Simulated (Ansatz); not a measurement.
# What MgTiTe3 (built on the sites of a database entry of BaTiO3) distorts into, part 3 of 3

Aim: this structure of MgTiTe3 (built on the sites of a database entry of BaTiO3) is to be tested for unstable modes, and one is followed downhill.

Ansatz 0.2.0; DFT PBE+D3(BJ), scalar-relativistic, plane waves, PAW.

So far. Step 4 (The mode frozen in, largest atomic shift 0.22 Å): The run ends at a pressure of -0.24 GPa, with forces up to 0.15 eV/Å. Step 5 (Energy along the mode, all amplitudes (two of the runs …): The lowest of the steps tried is at 0.22 Å, 3.77 meV/atom below the parent; the bottom of the well need not coincide with a step. The relaxed cell has a, b, c = 4.611, 8.846, 6.777 Å (conventional setting).

The structure was built from a prototype and need not be the compound's stable phase.

## Step 7: The new phase in its own primitive cell (continued)

Little changed from the start: no atom moved by 0.005 Å and no cell edge by 0.1 %.

This step gave:

```yaml
pressure: -5.37e-5 GPa
```

The largest force component left is 0.14 meV/Å and the pressure is 0.000 GPa, within the tolerances set. The cell now holds 27.65 Å³/atom.

## Step 8: Modes of the new phase

A relaxed structure may still be a saddle point, so its zone-centre modes are computed. No field response is asked, since the mesh shows no gap.

Contents of input.yaml:

```yaml
crystal:
  lattice:
    - [4.6113588427, 0.0, 0.0]
    - [0.0, 4.4230217355, 3.3885342099]
    - [0.0, -4.4230217355, 3.3885342099]
  atoms:
    - { symbol: Mg, position: [0.0, 0.0852390184, 0.0852390184] }
    - { symbol: Ti, position: [0.5, 0.4751522155, 0.4751522155] }
    - { symbol: Te, position: [0.5, 0.952393614, 0.3404891991] }
    - { symbol: Te, position: [0.5, 0.3404891991, 0.952393614] }
    - { symbol: Te, position: [0.0, 0.6633956163, 0.6633956163] }
kpoints:
  mp_grid: { grid: [8, 8, 8] }
hamiltonian:
  xc: pbe
  dispersion: d3bj
scf:
  occupations: { method: methfessel_paxton, width: 0.2 }
output:
  eigenvalues: true
phonons:
  method: dfpt
```

Launch:

```
$ ansatz run input.yaml --threads 8 --pin off --max-ram 14336MiB --backend cpu --events-out ev --progress --plain --runs-dir out
```

Numbers of over 12 decimals in the logs are rounded to 6 here.

Output:

```text
[...]
Crystal: 5 atoms, lattice volume = 138.226 Å³
Basis set: ecut = 420 eV, 2679 PW (Γ), exchange–correlation on 64×80×80 points (8 copies of the dense FFT grid, shifted against one another)
Bands: 42, of which v1, the nominal top of the filled ones, is band 35 counted from 1 (34 counted from 0)
Symmetry: 4 space group operations
k-points: 170 of 512 (irreducible under 2 space group operations, time reversal used)
[...]
SCF iter   1: F=—  HF=-25367.689246 eV  |F-HF|=—  |Δ(HF+E_count)|=         —  Δρ=5.35e-3  dr2=8.14e-2  ethr=1.77e-3  ⟨swp⟩=6.6  Hψ=27704  notcnv=0
[...]
SCF iter  11: F=-25367.681295 eV  HF=-25367.681295 eV  |F-HF|=3.64e-12  |Δ(HF+E_count)|=  3.64e-12  S|Δr|=    0.00e0  Δρ=4.01e-8  dr2=1.92e-12  ethr=1.00e-12  ⟨swp⟩=7.6  Hψ=34344  notcnv=0
SCF 1 converged in 11 iterations: F = -25367.681295 eV  dr2 = 1.92e-12
[...]
DFPT response loops at Γ: preconditioner auto → Kerker (q_TF=auto, 2.436 Å⁻¹) (partly filled bands, converged f_vac=0.028); β = 1.00, the filter's whole step (`scf.mixing.beta` (0.50) is not read by the response loops under this deck's `scf.mixing.preconditioner`; to damp them name `kerker` or `kerker_dos`, under which they read `scf.mixing.beta`, and type it under 1.00, their step now; both keys bind the ground state too); Broyden in place of MSR1
SCF converged after 11 iterations
[...]
Free energy (F): -25367.681295 eV
[...]
Internal energy: -25367.686550 eV  (E = F + TS)
E sigma→0 (E₀):  -25367.682609 eV
Entropy (-TS):   0.005255 eV (1.051 meV/atom)
Fermi energy:    9.289869 eV
[...]
--- Band table (eV; the first three rows and the last of 170) ---
  k-point 0: bands = [... 31 lower, 6.9362, 8.1641, 8.1794, 9.2709, 9.6335, 9.7900, 10.1764, 10.5168, ... 3 higher]
  k-point 1: bands = [... 31 lower, 6.9042, 8.0710, 8.1393, 9.3296, 9.4330, 9.7509, 10.2209, 10.5389, ... 3 higher]
  k-point 2: bands = [... 31 lower, 6.8139, 7.8301, 8.0655, 9.0189, 9.4607, 9.7754, 10.2941, 10.7079, ... 3 higher]
  k-point 169: bands = [... 31 lower, 6.9116, 7.3555, 8.9766, 9.5112, 9.6016, 9.6332, 10.2096, 10.3579, ... 3 higher]
[...]
ASR residual: 3.104e-5 → 0.000e0 eV/Å²; symmetrization residual: 1.102e-5 eV/Å²
[...]
ASR residual per site (eV/Å²): 2.26e-5 3.10e-5 8.89e-6 8.89e-6 6.64e-6
[...]
```

Wall time 2.9 min (8 threads of Arm Neoverse V2, shared host); peak memory 3.3 GiB; 21 min of CPU time.

This step gave:

| Property | Result |
| --- | --- |
| sum-rule residual before enforcement | 3.10e-5 eV/Å² |
| point group | mm2 |
| highest optical mode at the zone centre (no LO-TO term) | 253.4 cm⁻¹ |
| lowest optical zone-centre mode | 53.72 cm⁻¹ |

Patterns of degenerate modes are one choice out of their space. The modes at Γ (shares of kinetic energy by element, %):

```tsv
mode	frequency (cm⁻¹)	symmetry	Mg %	Ti %	Te %
1	0.0	acoustic	5	11	84
2	0.0	acoustic	5	11	84
3	0.0	acoustic	5	11	84
4	53.7	B2	0	45	55
5	62.8	A2	0	0	100
6	76.9	B1	2	22	76
7	87.8	A1	8	3	89
8	89.1	B2	2	1	96
9	121.7	A1	6	9	85
10	141.8	B2	18	36	46
11	181.8	A1	78	1	21
12	193.8	B2	74	7	19
13	220.5	A1	2	77	21
14	230.0	B1	69	17	14
15	253.4	B1	23	51	26
```

Displacements in mode 4 (53.7 cm⁻¹), the largest set to 1:
```
Mg1  0.00 -0.10  0.00
Ti2  0.00  1.00  0.00
Te3  0.00  0.07  0.31
Te4  0.00  0.07 -0.31
Te5  0.00 -0.50  0.00
```

Displacements in mode 7 (87.8 cm⁻¹), the largest set to 1:
```
Mg1  0.00  0.00  0.98
Ti2  0.00  0.00  0.42
Te3  0.00  0.27 -0.67
Te4  0.00 -0.27 -0.67
Te5  0.00  0.00  1.00
```

Before it was imposed, the acoustic sum rule was missed by 3.1e-5 eV/Å². Small misses are needed for a sound result but don't prove that mesh and cutoff are converged. The lowest optical mode is real, 53.7 cm⁻¹.

## Step 9: Results

| Property | Result |
| --- | --- |
| unstable mode of the parent | q = (0, 0, 0), 42i cm⁻¹ |
| depth at the lowest point sampled | 3.77 meV/atom |
| largest atomic shift at that point | 0.22 Å |
| space group reached (within 0.01 Å) | Amm2 |
| energy gained over the parent (first relaxation, on the mesh of the frozen mode) | 155 meV/atom |
| volume per atom, phase reached | 27.6 Å³ |
| lowest optical zone-centre mode, phase reached | 53.7 cm⁻¹ |
| highest optical mode at the zone centre (no LO-TO term), phase reached | 253 cm⁻¹ |

**Reading.** Along this mode the structure falls into Amm2, 155 meV/atom below the parent. At the parent's cell the well is 3.773 meV/atom deep on the steps tried, with its lowest point at a shift of 0.22 Å. Relaxing atoms and cell changes the gain by +151.46 meV/atom against the lowest step (energies at zero smearing). Most of the total comes from this relaxation. The new phase has no imaginary mode at the zone centre of its cell; other wavevectors were not checked. Of the 2 patterns followed to their end from this parent, this one reaches the lowest energy. Each path keeps the symmetry of its pattern, so a lower phase may lie along a pattern not tried. With no gap, or one that is small against the smearing, the frequencies hang on the k mesh and the smearing, most of all near Kohn anomalies. A semilocal functional can close a gap that the real compound would have, so the metallic treatment may be an artefact of the level. Spin-orbit coupling is left out, which can matter for the heavy elements here. In the phonons the program treats the change of the C6 weights of the dispersion term with coordination only in part. The starting cell was built on a prototype and not taken from a measurement, so the phase need not exist.

[Logs are printed without paths, hosts, clocks, repeated set-up lines and the standing remarks that a program may print on its own settings, such as how far it seeks lower states.]

[Hosts, paths, dates, database ids (printed as entryN), source tags and the programs' standing remarks are cut or masked in the printed files.]
